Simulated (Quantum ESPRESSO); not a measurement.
## YCo4B: which magnetic order is lowest

Wanted: the moments of YCo4B and the energy of each order that was tried.

Main program and level: Quantum ESPRESSO 7.5; PBEsol; plane waves with GBRV 1.5 PBEsol potentials, no spin-orbit coupling.

**1. The structure**

The structure is hexagonal, space group P6/mmm (No. 191). Conventional cell: a = 5.020 Å, b = 5.020 Å, c = 6.893 Å, α = 90.00°, β = 90.00°, γ = 120.00°. Nearest to Y lie 6 B at 2.90 Å and 12 Co at 2.92 Å. Nearest to Y lie 18 Co at 2.90 to 3.18 Å. Co has 9 Co at 2.43 to 2.90 Å and 3 Y at 2.90 Å nearest. Co has 2 B at 2.08 Å and 7 Co at 2.43 to 2.99 Å and 4 Y at 2.92 to 3.18 Å nearest. Nearest to B lie 6 Co at 2.08 Å and 3 B at 2.90 Å and 3 Y at 2.90 Å. Farther neighbours are not listed.

The cell comes from the Crystallography Open Database.

**2. Start 1: ferro ++++++++**

The signs are those of the starting moments on the seeded atoms, the atoms that are given a moment.

pw.in

```
&CONTROL
  calculation = 'scf'
  prefix = 'pwscf'
  outdir = './tmp'
  pseudo_dir = './pseudo'
  disk_io = 'nowf'
/
&SYSTEM
  ibrav = 0
  nat = 12
  ntyp = 3
  ecutwfc = 40
  ecutrho = 280
  nbnd = 109
  occupations = 'smearing'
  smearing = 'fd'
  degauss = 0.00734986
  nspin = 2
  starting_magnetization(1) = 0
  starting_magnetization(2) = 0.1176
  starting_magnetization(3) = 0
/
&ELECTRONS
  conv_thr = 2.4d-08
  electron_maxstep = 150
  mixing_beta = 0.3
/
ATOMIC_SPECIES
Y      88.9058 y_pbesol_v1.4.uspp.F.UPF
Co     58.9332 co_pbesol_v1.2.uspp.F.UPF
B      10.8100 b_pbesol_v1.4.uspp.F.UPF
CELL_PARAMETERS angstrom
   5.0200000000    0.0000000000    0.0000000000
  -2.5100000000    4.3474475270    0.0000000000
   0.0000000000    0.0000000000    6.8930000000
ATOMIC_POSITIONS crystal
Y       0.0000000000    0.0000000000    0.5000000000
Y       0.0000000000    0.0000000000    0.0000000000
Co      0.3333333333    0.6666666667    0.0000000000
Co      0.6666666667    0.3333333333    0.0000000000
Co      0.5000000000    0.0000000000    0.2830000000
Co      0.5000000000    0.5000000000    0.2830000000
Co      0.0000000000    0.5000000000    0.2830000000
Co      0.0000000000    0.5000000000    0.7170000000
Co      0.5000000000    0.5000000000    0.7170000000
Co      0.5000000000    0.0000000000    0.7170000000
B       0.3333333333    0.6666666667    0.5000000000
B       0.6666666667    0.3333333333    0.5000000000
K_POINTS automatic
6 6 6 0 0 0
```

Command:

```console
$ OMP_NUM_THREADS=1 mpirun -n 4 pw.x -nk 4 -in pw.in > pw.out
```

Log:

```text
Program PWSCF v.7.5 starts

     Message from routine setup:
     using ibrav=0 with symmetry is DISCOURAGED, use correct ibrav instead

     K-points division:     npool     =       4
     Subspace diagonalization in iterative solution of the eigenvalue problem:

     G-vector sticks info
     --------------------
     sticks:   dense  smooth     PW     G-vecs:    dense   smooth      PW
     Sum        1735    1003    295                80259    34739    5495

     Using Slab Decomposition

     bravais-lattice index     =            0
     lattice parameter (alat)  =       9.4864  a.u.
     unit-cell volume          =    1015.1797 (a.u.)^3
     number of atoms/cell      =           12
     number of atomic types    =            3
     number of electrons       =       164.00
     number of Kohn-Sham states=          109
     kinetic-energy cutoff     =      40.0000  Ry
     charge density cutoff     =     280.0000  Ry
     scf convergence threshold =      2.4E-08
     mixing beta               =       0.3000
     number of iterations used =            8  plain     mixing
     Exchange-correlation= SLA  PW   PSX  PSC
                           (   1   4  10   8   0   0   0)

     celldm(1)=   9.486425  celldm(2)=   0.000000  celldm(3)=   0.000000
     celldm(4)=   0.000000  celldm(5)=   0.000000  celldm(6)=   0.000000

     crystal axes: (cart. coord. in units of alat)
               a(1) = (   1.000000   0.000000   0.000000 )
               a(2) = (  -0.500000   0.866025   0.000000 )
               a(3) = (   0.000000   0.000000   1.373108 )

     reciprocal axes: (cart. coord. in units 2 pi/alat)
               b(1) = (  1.000000  0.577350 -0.000000 )
               b(2) = (  0.000000  1.154701  0.000000 )
               b(3) = (  0.000000 -0.000000  0.728275 )

     PseudoPot. # 1 for Y  read from file:
     y_pbesol_v1.4.uspp.F.UPF
     Pseudo is Ultrasoft + core correction, Zval = 11.0
     Generated by new atomic code, or converted to UPF format
     Using radial grid of  885 points,  6 beta functions with:
                l(1) =   0
                l(2) =   0
                l(3) =   1
                l(4) =   1
                l(5) =   2
                l(6) =   2
     Q(r) pseudized with  8 coefficients,  rinner =    1.200   1.200   1.200
                                                       1.200   1.200

     PseudoPot. # 2 for Co read from file:
     co_pbesol_v1.2.uspp.F.UPF
     Pseudo is Ultrasoft + core correction, Zval = 17.0
     Generated by new atomic code, or converted to UPF format
     Using radial grid of  863 points,  6 beta functions with:
                l(1) =   0
                l(2) =   0
                l(3) =   1
                l(4) =   1
                l(5) =   2
                l(6) =   2
     Q(r) pseudized with  8 coefficients,  rinner =    1.200   1.200   1.200
                                                       1.200   1.200

     PseudoPot. # 3 for B  read from file:
     b_pbesol_v1.4.uspp.F.UPF
     Pseudo is Ultrasoft + core correction, Zval =  3.0
     Generated by new atomic code, or converted to UPF format
     Using radial grid of  781 points,  4 beta functions with:
                l(1) =   0
                l(2) =   0
                l(3) =   1
                l(4) =   1
     Q(r) pseudized with  8 coefficients,  rinner =    1.100   1.100   1.100

     atomic species   valence    mass     pseudopotential
     Y                11.00    88.90580     Y ( 1.00)
     Co               17.00    58.93320     Co( 1.00)
     B                 3.00    10.81000     B ( 1.00)

     Starting magnetic structure
     atomic species   magnetization
     Y               0.000
     Co              0.118
     B               0.000

     24 Sym. Ops., with inversion, found

   Cartesian axes

     site n.     atom                  positions (alat units)
         1        Y      tau(   1) = (   0.0000000   0.0000000   0.6865538  )
         2        Y      tau(   2) = (   0.0000000   0.0000000   0.0000000  )
         3        Co     tau(   3) = (  -0.0000000   0.5773503   0.0000000  )
         4        Co     tau(   4) = (   0.5000000   0.2886751   0.0000000  )
         5        Co     tau(   5) = (   0.5000000   0.0000000   0.3885894  )
         6        Co     tau(   6) = (   0.2500000   0.4330127   0.3885894  )
         7        Co     tau(   7) = (  -0.2500000   0.4330127   0.3885894  )
         8        Co     tau(   8) = (  -0.2500000   0.4330127   0.9845181  )
         9        Co     tau(   9) = (   0.2500000   0.4330127   0.9845181  )
        10        Co     tau(  10) = (   0.5000000   0.0000000   0.9845181  )
        11        B      tau(  11) = (  -0.0000000   0.5773503   0.6865538  )
        12        B      tau(  12) = (   0.5000000   0.2886751   0.6865538  )

     number of k points=    28  Fermi-Dirac smearing, width (Ry)=  0.0073
                       cart. coord. in units 2pi/alat
        k(    1) = (   0.0000000   0.0000000   0.0000000), wk =   0.0046296
        k(    2) = (   0.0000000   0.0000000   0.1213792), wk =   0.0092593
        k(    3) = (   0.0000000   0.0000000   0.2427584), wk =   0.0092593
        k(    4) = (   0.0000000   0.0000000  -0.3641375), wk =   0.0046296
        k(    5) = (   0.0000000   0.1924501   0.0000000), wk =   0.0277778
        [... 23 further k-points ...]

     Dense  grid:    80259 G-vectors     FFT dimensions: (  54,  54,  72)

     Smooth grid:    34739 G-vectors     FFT dimensions: (  40,  40,  54)

     Check: negative core charge=   -0.000037
     Generating pointlists ...
     new r_m :   0.2382 (alat units)  2.2593 (a.u.) for type    1
     new r_m :   0.1711 (alat units)  1.6234 (a.u.) for type    2
     new r_m :   0.1711 (alat units)  1.6234 (a.u.) for type    3

     Initial potential from superposition of free atoms

     starting charge     155.9911, renormalised to     164.0000
     Starting wfcs are  138 randomized atomic wfcs

     Self-consistent Calculation

     iteration #  1     ecut=    40.00 Ry     beta= 0.30
     Davidson diagonalization with overlap
     ethr =  1.00E-02,  avg # of iterations =  2.8

     total energy              =   -2548.44853862 Ry
     estimated scf accuracy    <     108.59927031 Ry

     total magnetization       =     7.99 Bohr mag/cell
     absolute magnetization    =     8.98 Bohr mag/cell

     iteration #  2     ecut=    40.00 Ry     beta= 0.30
     Davidson diagonalization with overlap
     ethr =  1.00E-02,  avg # of iterations =  3.3

     total energy              =   -2578.27933956 Ry
     estimated scf accuracy    <      86.75867397 Ry

     total magnetization       =     1.24 Bohr mag/cell
     absolute magnetization    =     1.39 Bohr mag/cell

     iteration #  3     ecut=    40.00 Ry     beta= 0.30
     Davidson diagonalization with overlap
     ethr =  1.00E-02,  avg # of iterations =  2.0

     total energy              =   -2584.83649375 Ry
     estimated scf accuracy    <      25.99864813 Ry

     total magnetization       =     7.43 Bohr mag/cell
     absolute magnetization    =     8.19 Bohr mag/cell

     [... further iterations left out ...]

     iteration # 16     ecut=    40.00 Ry     beta= 0.30
     Davidson diagonalization with overlap
     ethr =  8.23E-09,  avg # of iterations =  2.0

     total energy              =   -2584.47436959 Ry
     estimated scf accuracy    <       0.00000392 Ry

     total magnetization       =     7.62 Bohr mag/cell
     absolute magnetization    =     9.73 Bohr mag/cell

     iteration # 17     ecut=    40.00 Ry     beta= 0.30
     Davidson diagonalization with overlap
     ethr =  2.39E-09,  avg # of iterations =  2.0

     total energy              =   -2584.47437089 Ry
     estimated scf accuracy    <       0.00000152 Ry

     total magnetization       =     7.61 Bohr mag/cell
     absolute magnetization    =     9.72 Bohr mag/cell

     iteration # 18     ecut=    40.00 Ry     beta= 0.30
     Davidson diagonalization with overlap
     ethr =  9.28E-10,  avg # of iterations =  1.6

     total energy              =   -2584.47437112 Ry
     estimated scf accuracy    <       0.00000006 Ry

     total magnetization       =     7.61 Bohr mag/cell
     absolute magnetization    =     9.71 Bohr mag/cell

     iteration # 19     ecut=    40.00 Ry     beta= 0.30
     Davidson diagonalization with overlap
     ethr =  3.51E-11,  avg # of iterations =  3.6

     Magnetic moment per site  (integrated on atomic sphere of radius R)
     atom   1 (R=0.238)  charge=  8.7042  magn= -0.1258
     atom   2 (R=0.238)  charge=  8.6291  magn= -0.1252
     atom   3 (R=0.171)  charge= 14.5970  magn=  1.6209
     atom   4 (R=0.171)  charge= 14.5970  magn=  1.6209
     atom   5 (R=0.171)  charge= 14.6520  magn=  0.8664
     atom   6 (R=0.171)  charge= 14.6520  magn=  0.8664
     atom   7 (R=0.171)  charge= 14.6520  magn=  0.8664
     atom   8 (R=0.171)  charge= 14.6520  magn=  0.8664
     atom   9 (R=0.171)  charge= 14.6520  magn=  0.8664
     atom  10 (R=0.171)  charge= 14.6520  magn=  0.8664
     atom  11 (R=0.171)  charge=  1.9331  magn= -0.0558
     atom  12 (R=0.171)  charge=  1.9331  magn= -0.0558

     End of self-consistent calculation

     [... lines left out ...]
     the Fermi energy is    15.5784 ev

!    total energy              =   -2584.47437118 Ry
     estimated scf accuracy    <          5.6E-09 Ry
     smearing contrib. (-TS)   =      -0.03402368 Ry
     internal energy E=F+TS    =   -2584.44034749 Ry

     The total energy is F=E-TS. E is the sum of the following terms:
     one-electron contribution =   -1632.13317768 Ry
     hartree contribution      =     905.45611906 Ry
     xc contribution           =    -318.92159329 Ry
     ewald contribution        =   -1538.84169558 Ry

     total magnetization       =     7.61 Bohr mag/cell
     absolute magnetization    =     9.71 Bohr mag/cell

     convergence has been achieved in  19 iterations

=------------------------------------------------------------------------------=
   JOB DONE.
=------------------------------------------------------------------------------=
```

Wall time 4.6 min (4 MPI ranks of Intel Xeon Platinum 8259CL at 2.50GHz (Skylake/Cascade Lake), shared host); peak memory 1.1 GiB; 18 min of CPU time.

Spin moment in the atom's sphere by atom:

| atom | spin moment in the atom's sphere (μB) |
| --- | --- |
| Y1 | -0.13 |
| Y2 | -0.13 |
| Co3 | 1.62 |
| Co4 | 1.62 |
| Co5 | 0.87 |
| Co6 | 0.87 |
| Co7 | 0.87 |
| Co8 | 0.87 |
| Co9 | 0.87 |
| Co10 | 0.87 |
| B11 | -0.06 |
| B12 | -0.06 |

This step gave:

| Item | Value |
| --- | --- |
| smearing term TS | 0.4629 eV |
| magnetization | 7.612 μB |
| absolute magnetization | 9.71 μB |
| final state | ferromagnetic |

Spin density in the ac plane at fractional y = 0.000, with atoms of Y and Co within 0.2 Å of it.

Values in e/Å³, 19 rows by 14 columns, each cell a mean:
```
0.0 0.0 0.0 0.0 0.0 0.0 0.0 0.0 0.0 0.0 0.0 0.0 0.0 0.0
0.0 0.0 0.0 0.0 0.0 0.0 0.0 0.0 0.0 0.0 0.0 0.0 0.0 0.0
0.0 0.0 0.0 0.0 0.0 0.0 0.0 0.0 0.0 0.0 0.0 0.0 0.0 0.0
0.0 0.0 0.0 0.0 0.0 0.1 0.3 0.4 0.1 0.0 0.0 0.0 0.0 0.0
0.0 0.0 0.0 0.0 0.0 0.2 1.1 1.7 0.5 0.1 0.0 0.0 0.0 0.0
0.0 0.0 0.0 0.0 0.0 0.2 1.3 2.1 0.6 0.1 0.0 0.0 0.0 0.0
0.0 0.0 0.0 0.0 0.0 0.1 0.4 0.5 0.2 0.0 0.0 0.0 0.0 0.0
0.0 0.0 0.0 0.0 0.0 0.0 0.1 0.1 0.0 0.0 0.0 0.0 0.0 0.0
0.0 0.0 0.0 0.0 0.0 0.0 0.0 0.0 0.0 0.0 0.0 0.0 0.0 0.0
0.0 0.0 0.0 0.0 0.0 0.0 0.0 0.0 0.0 0.0 0.0 0.0 0.0 0.0
0.0 0.0 0.0 0.0 0.0 0.0 0.0 0.0 0.0 0.0 0.0 0.0 0.0 0.0
0.0 0.0 0.0 0.0 0.0 0.0 0.2 0.2 0.1 0.0 0.0 0.0 0.0 0.0
0.0 0.0 0.0 0.0 0.0 0.1 0.9 1.3 0.4 0.0 0.0 0.0 0.0 0.0
0.0 0.0 0.0 0.0 0.0 0.2 1.4 2.3 0.6 0.1 0.0 0.0 0.0 0.0
0.0 0.0 0.0 0.0 0.0 0.1 0.6 0.9 0.3 0.0 0.0 0.0 0.0 0.0
0.0 0.0 0.0 0.0 0.0 0.0 0.1 0.1 0.0 0.0 0.0 0.0 0.0 0.0
0.0 0.0 0.0 0.0 0.0 0.0 0.0 0.0 0.0 0.0 0.0 0.0 0.0 0.0
0.0 0.0 0.0 0.0 0.0 0.0 0.0 0.0 0.0 0.0 0.0 0.0 0.0 0.0
0.0 0.0 0.0 0.0 0.0 0.0 0.0 0.0 0.0 0.0 0.0 0.0 0.0 0.0
```
Columns run along a (5.0 Å), rows up along c (6.9 Å). Atoms in or near the plane, at fractional coordinates: Y at (0.00, 0.50), Y at (0.00, 0.00), Co at (0.50, 0.28), Co at (0.50, 0.72).

Valence density in the ac plane at fractional y = 0.000, with atoms of Y and Co within 0.2 Å of it. It is the smooth field of the valence electrons, not physical close to the nuclei.

Ten steps, logarithmic in the rise over the least value, from '0' (0 e/Å³) to '9' (37 e/Å³), each cell a mean:
```
34300000000144
43100000000024
11000011100001
00000255310000
00001489720000
00001589720000
11001366410001
43100122100124
34300000000144
24300000000143
44200011100134
32100234310012
00001478620000
00001599730000
00001377520000
00000123210000
32100001000012
44200000000134
14310000000143
```
Columns run along a (5.0 Å), rows up along c (6.9 Å). Atoms in or near the plane, at fractional coordinates: Y at (0.00, 0.50), Y at (0.00, 0.00), Co at (0.50, 0.28), Co at (0.50, 0.72).

(Continued in part 2 of 2.)

[Logs and program files are shortened in this print: banners, set-up blocks, solver, clock and traceback lines can be left out without a mark of their own.]

[Logs are printed without paths, hosts, clocks, repeated set-up lines and the standing remarks that a program may print on its own settings, such as how far it seeks lower states.]

[Hosts, paths, dates, database ids (printed as entryN), source tags and the programs' standing remarks are cut or masked in the printed files.]

[Where a cell is said to come from a database of computed structures, the database is the Materials Project.]
